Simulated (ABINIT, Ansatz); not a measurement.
# Ba2IBrF2 (P4mm): G0W0 on several meshes in ABINIT

Wanted: mesh dependence and cost of G0W0 for Ba2IBrF2 (P4mm).

Method: PBEsol and many-body steps on it, plane waves, in ABINIT 10.8.3.

Report form: the programs' logs are mostly left out.

## (1) Set-up

Symmetry: P4mm, No. 99, tetragonal system. Conventional cell: a = 4.623 Å, b = 4.623 Å, c = 7.991 Å, α = 90.00°, β = 90.00°, γ = 90.00°. Nearest to Ba lie 4 F at 2.70 Å and 4 I at 3.59 Å and 2 Br at 3.89 to 4.10 Å. Ba has 4 F at 2.73 Å and 4 Br at 3.50 Å and 2 I at 3.65 to 4.35 Å and 4 Ba at 4.34 Å nearest. I has 6 Ba at 3.59 to 4.35 Å nearest. Nearest to Br lie 6 Ba at 3.50 to 4.10 Å and 4 F at 3.55 Å. F has 4 Ba at 2.70 to 2.73 Å nearest. Farther neighbours and most contacts between anions are not listed.

The cell and positions are those that the Materials Project relaxed with its own functionals (PBE, PBE+U or r2SCAN), kept fixed. Spin-orbit coupling is left out unless a step names it.

## (2) Empty states on the mesh, 2×2×1 mesh, 331 bands

This step: ABINIT 10.8.3; DFT, PBEsol, plane waves, norm-conserving pseudopotentials.

The sums over transitions need many empty states on a uniform mesh; this step solves for them.

run.abi reads:

```
acell 3*1.0 Angstrom
rprim 
  4.623364000000 0.000000000000 0.000000000000
  0.000000000000 4.623364000000 0.000000000000
  0.000000000000 0.000000000000 7.991386000000
ntypat 4
znucl 56 53 35 9
natom 6
typat 1 1 2 3 4 4
xred 
  0.500000000000 0.500000000000 0.827396000000
  0.000000000000 0.000000000000 0.185191000000
  0.000000000000 0.000000000000 0.641387000000
  0.500000000000 0.500000000000 0.340098000000
  0.500000000000 0.000000000000 0.002964000000
  0.000000000000 0.500000000000 0.002964000000
pp_dirpath "pseudos"
pseudos "Ba.upf, I.upf, Br.upf, F.upf"
ecut 36
ngkpt 2 2 1
nshiftk 1
shiftk 0 0 0
kptopt 1
chksymbreak 0
iscf -2
irdden 1
istwfk *1
nband 331
nbdbuf 30
tolwfr 1e-09
nstep 60
prtvol 0
indata_prefix "in"
outdata_prefix "out"
tmpdata_prefix "tmp"
```

Run with:

```
$ OMP_NUM_THREADS=1 mpirun -n 4 abinit run.abi > log
```

Wall time 4.6 min (4 MPI ranks of Arm Neoverse V1, shared host); peak memory 0.57 GiB.

Numbers from this step:

```
gap                                                           : 4.250 eV
k of the valence top                                          : 0, 0, 0
k of the conduction bottom                                    : 0, 0, 0
least direct gap                                              : 4.250 eV
k points computed                                             : 3
lowest point of the top converged band, above the valence top : 73.9342 eV
```

On this mesh the gap is 4.250 eV.

The density comes from a self-consistent run that is not shown.

## (3) Screening, 2×2×1 mesh, 137 bands, screening to 114.3 eV

The RPA dielectric matrix is built and inverted for each q.

This step: RPA screening on PBEsol, plane waves, norm-conserving pseudopotentials.

Edit run.abi of step 2 so:

```diff
@@ -24,10 +24,11 @@
 chksymbreak 0
-iscf -2
-irdden 1
 istwfk *1
-nband 331
-nbdbuf 30
-tolwfr 1e-09
-nstep 60
-prtvol 0
+occopt 1
+irdwfk 1
+optdriver 3
+nband 137
+ecuteps 4.2
+inclvkb 2
+awtr 1
+symchi 1
 indata_prefix "in"
```

Run time: 35 s. Hardware: 4 MPI ranks; peak memory 1.3 GiB.

Numbers from this step:

| Property | Result |
| --- | --- |
| ε∞ with local fields, on this mesh, along the program's q direction | 3.681 |
| the same without local fields | 4.314 |
| plasma frequency | 19.68 eV |
| plane waves in the screening matrix | 461 |

Local fields lower ε∞ by 15 %. On a Γ-centred mesh this coarse the value itself is usually too large, while a short band sum pulls it down.

## (4) 2×2×1

The self-energy is evaluated for the states that the input lists, and the levels follow from it, in one-shot runs by the linearised quasiparticle equation.

This step: G0W0 on PBEsol, plane waves, norm-conserving pseudopotentials.

Edit run.abi of step 3 so:

```diff
@@ -27,8 +27,15 @@
 irdwfk 1
-optdriver 3
+optdriver 4
 nband 137
+gwcalctyp 0
+ecutsigx 36
+symsigma 1
+nkptgw 1
+kptgw 
+  0.0000000000 0.0000000000 0.0000000000
+bdgw 
+  23 26
 ecuteps 4.2
-inclvkb 2
-awtr 1
-symchi 1
+irdscr 1
+ppmodel 1
 indata_prefix "in"
```

Elapsed: 9.8 s, on 4 MPI ranks; peak memory 0.98 GiB.

Numbers from this step:

```yaml
g0w0_gap_on_the_points_computed: 6.17 eV
starting_gap_on_the_mesh: 4.250 eV
k_of_the_valence_top: 0, 0, 0
k_of_the_conduction_bottom: 0, 0, 0
z_at_the_valence_top: 0.82
z_at_the_conduction_bottom: 0.842
least_direct_g0w0_gap_on_the_computed_points: 6.17 eV
```

The gap on the mesh goes from 4.25 eV to 6.17 eV, a correction of +1.92 eV.

## (5) Empty states on the mesh, 4×4×2 mesh, 149 bands

This step: DFT, PBEsol, plane waves, norm-conserving pseudopotentials.

Edit run.abi of step 4 so:

```diff
@@ -19,3 +19,3 @@
 ecut 36
-ngkpt 2 2 1
+ngkpt 4 4 2
 nshiftk 1
@@ -24,18 +24,10 @@
 chksymbreak 0
+iscf -2
+irdden 1
 istwfk *1
-occopt 1
-irdwfk 1
-optdriver 4
-nband 137
-gwcalctyp 0
-ecutsigx 36
-symsigma 1
-nkptgw 1
-kptgw 
-  0.0000000000 0.0000000000 0.0000000000
-bdgw 
-  23 26
-ecuteps 4.2
-irdscr 1
-ppmodel 1
+nband 149
+nbdbuf 12
+tolwfr 1e-09
+nstep 60
+prtvol 0
 indata_prefix "in"
```

Run time: 3.9 min. Hardware: 4 MPI ranks; peak memory 0.74 GiB.

Numbers from this step:

- gap: 4.250 eV
- k of the valence top: 0, 0, 0
- k of the conduction bottom: 0, 0, 0
- least direct gap: 4.250 eV
- k points computed: 12
- lowest point of the top converged band, above the valence top: 38.74 eV

On this mesh the gap is 4.250 eV.

## (6) Screening, 4×4×2 mesh, 137 bands, screening to 114.3 eV

This step: RPA screening on PBEsol, plane waves, norm-conserving pseudopotentials.

Edit run.abi of step 5 so:

```diff
@@ -24,10 +24,11 @@
 chksymbreak 0
-iscf -2
-irdden 1
 istwfk *1
-nband 149
-nbdbuf 12
-tolwfr 1e-09
-nstep 60
-prtvol 0
+occopt 1
+irdwfk 1
+optdriver 3
+nband 137
+ecuteps 4.2
+inclvkb 2
+awtr 1
+symchi 1
 indata_prefix "in"
```

Run time: 5.7 min. Hardware: 4 MPI ranks; peak memory 3.4 GiB.

Numbers from this step:

- ε∞ with local fields, on this mesh, along the program's q direction: 3.242
- the same without local fields: 3.816
- plasma frequency: 19.68 eV
- plane waves in the screening matrix: 461

## (7) 4×4×2

This step: G0W0 on PBEsol, plane waves, norm-conserving pseudopotentials.

Edit run.abi of step 6 so:

```diff
@@ -27,8 +27,15 @@
 irdwfk 1
-optdriver 3
+optdriver 4
 nband 137
+gwcalctyp 0
+ecutsigx 36
+symsigma 1
+nkptgw 1
+kptgw 
+  0.0000000000 0.0000000000 0.0000000000
+bdgw 
+  23 26
 ecuteps 4.2
-inclvkb 2
-awtr 1
-symchi 1
+irdscr 1
+ppmodel 1
 indata_prefix "in"
```

Elapsed: 25 s, on 4 MPI ranks; peak memory 2.9 GiB.

Numbers from this step:

- G0W0 gap on the points computed: 6.305 eV
- starting gap on the mesh: 4.250 eV
- k of the valence top: 0, 0, 0
- k of the conduction bottom: 0, 0, 0
- Z at the valence top: 0.827
- Z at the conduction bottom: 0.848
- least direct G0W0 gap on the computed points: 6.305 eV

Against G0W0 in ABINIT (2×2×1 mesh, 137 bands, screening to 114.3 eV, Godby-Needs plasmon pole), the gap moves by +0.135 eV.

## (8) Side by side

Times are wall times on 4 MPI ranks of Arm Neoverse V1, shared host, good to a factor of about two. A run's time includes the screening step that it read.

| run | mesh | bands | screening cutoff (eV) | DFT gap (eV) | gap on the mesh (eV) | direct (eV) | ε∞ used | time |
| --- | --- | --- | --- | --- | --- | --- | --- | --- |
| 2×2×1 | 2×2×1 | 137 | 114.3 | 4.250 | 6.170 | 6.170 | 3.68 | 45 s |
| 4×4×2 | 4×4×2 | 137 | 114.3 | 4.250 | 6.305 | 6.305 | 3.24 | 6.1 min |

## (9) Summary of results

```
2×2×1        : 6.170 eV
4×4×2        : 6.305 eV
known limits : not at the basis limit; no spin-orbit coupling; coarse k mesh
```

What this shows: 4×4×2: +0.135 eV against 2×2×1. Bands and cutoff are finite, so the gap is not at the basis limit. The miss can reach some tenths of an eV and take either sign; the mesh is an error of its own. In the G0W0 runs levels were corrected at 1 k point alone, so a gap called «on the mesh» is the least over those, and an edge elsewhere would be missed. The 2×2×1 mesh is coarse for this cell, which bears on the long-range parts of exchange and screening. The many-body steps are scalar-relativistic: spin-orbit coupling is not in them.

[Paths, hosts, dates, memory and timing lines, banners, echoed tables and standing remarks are left out of the program output.]

[Logs are printed without paths, hosts, clocks, repeated set-up lines and the standing remarks that a program may print on its own settings, such as how far it seeks lower states.]

[Runs of the session that timed out or met a known fault of the program may be left out.]

[Hosts, paths, dates, database ids (printed as entryN), source tags and the programs' standing remarks are cut or masked in the printed files.]

[G0W0 gaps are taken among the corrected bands and points alone; a level outside them can change the order at an edge.]

[Where Ansatz stands beside ABINIT at settings called matched, ABINIT's density can come from a denser mesh and the files from another edition; pairs whose starting gaps differed by over 0.03 eV were left out, so agreement reads better than it is.]
